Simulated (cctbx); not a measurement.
## Accept or mend?

Cell a = 7.4750 Å, b = 7.4750 Å, c = 4.3180 Å, α = 90.00°, β = 90.00°, γ = 90.00°; space group P4/mbm (no. 127). The compound is Bi3Rh2.

Simulated single-crystal data (cctbx): Mo Kα, λ = 0.71073 Å, to d = 0.6 Å, 80 % of the full sphere, strongest reflection 40000 counts, noise from counting, a 4 % proportional error and a noise floor of 15 counts (s.d.); no absorption, and some extinction, which the refinements don't model.

An anisotropic refinement with weights 1/σ² prints:

```text
Rint 0.037, 352 unique reflections to 0.60 A
cycle     R1     wR2    GooF  max shift (A)
   1  0.3776  0.6503  32.535   0.01783
   2  0.3673  0.6226  31.150   0.00025
final R1 0.3672 wR2 0.6226 GooF 31.149  parameters 6  data/parameter 58.7
atom        x        y        z      Ueq    occ   su(xyz)  su(Uiso or U11)
Bi1    0.50000  0.50000  0.50000  -0.0010  1.000  0.00000  0.0021  NPD
Bi2    0.82868  0.32868  0.00000  -0.0020  1.000  0.00055  0.0016  NPD
difference map: max 265.72 min -65.11 rms 16.76
Q1    0.1091  0.3909  0.5000    4  285.90  3.03 A from Bi1
Q2    0.0000  0.0000  0.5000    2  249.77  0.00 A from Bi1
Q3    0.1724  0.6724  0.0000    4  237.81  0.01 A from Bi2
Q4    0.0506  0.8174  0.0000    8   63.04  1.42 A from Bi2
Q5    0.1991  0.7722  0.0000    8   52.01  0.78 A from Bi2
Q6    0.0529  0.7237  0.0000    8   51.58  0.97 A from Bi2
```

**Question.** Can this result stand? If not, what is the likely fault?

Mend it. The fault: an atom left out, Rh at (0.6098, 0.1098, 1/2). Against the right model at the same level, R1 goes from 0.0093 to 0.3672 and GooF from 1.01 to 31.15, U of Bi1 shrinks from 0.0060 to -0.0010 Å², U of Bi2 shrinks from 0.0046 to -0.0020 Å², the top difference peak, 285.9 e/Å³, lies 3.03 Å from Bi1 and Bi1 and Bi2 go non-positive-definite. Q1 is the missing atom. With scattering power missing, scale and phases suffer, so peaks may also grow on the heavy atoms.

The compound is Bi3Rh2. The right model at the same level gives:

```text
Rint 0.037, 352 unique reflections to 0.60 A
cycle     R1     wR2    GooF  max shift (A)
   1  0.0093  0.0202   1.015   0.00003
   2  0.0093  0.0200   1.008   0.00000
final R1 0.0093 wR2 0.0200 GooF 1.008  parameters 10  data/parameter 35.2
atom        x        y        z      Ueq    occ   su(xyz)  su(Uiso or U11)
Bi1    0.50000  0.50000  0.50000   0.0060  1.000  0.00000  0.0001
Bi2    0.83039  0.33039  0.00000   0.0046  1.000  0.00001  0.0000
Rh1    0.60979  0.10979  0.50000   0.0075  1.000  0.00003  0.0001
difference map: max 1.33 min -1.06 rms 0.30
Q1    0.0000  0.5000  0.0000    2    1.37  1.79 A from Bi2
Q2    0.1645  0.1819  0.0000    8    1.02  1.24 A from Bi2
Q3    0.0576  0.4424  0.0989    8    0.98  1.82 A from Rh1
Q4    0.1597  0.7760  0.5000    8    0.97  1.92 A from Rh1
Q5    0.1220  0.6220  0.0000    4    0.95  0.50 A from Bi2
Q6    0.1175  0.8641  0.5000    8    0.91  1.34 A from Bi1
```

This is a model crystal, built by substitution and not relaxed, with assumed displacement parameters.

[Middle refinement cycles are left out of these outputs.]

[Logs are printed without paths, hosts, clocks, repeated set-up lines and the standing remarks that a program may print on its own settings, such as how far it seeks lower states.]
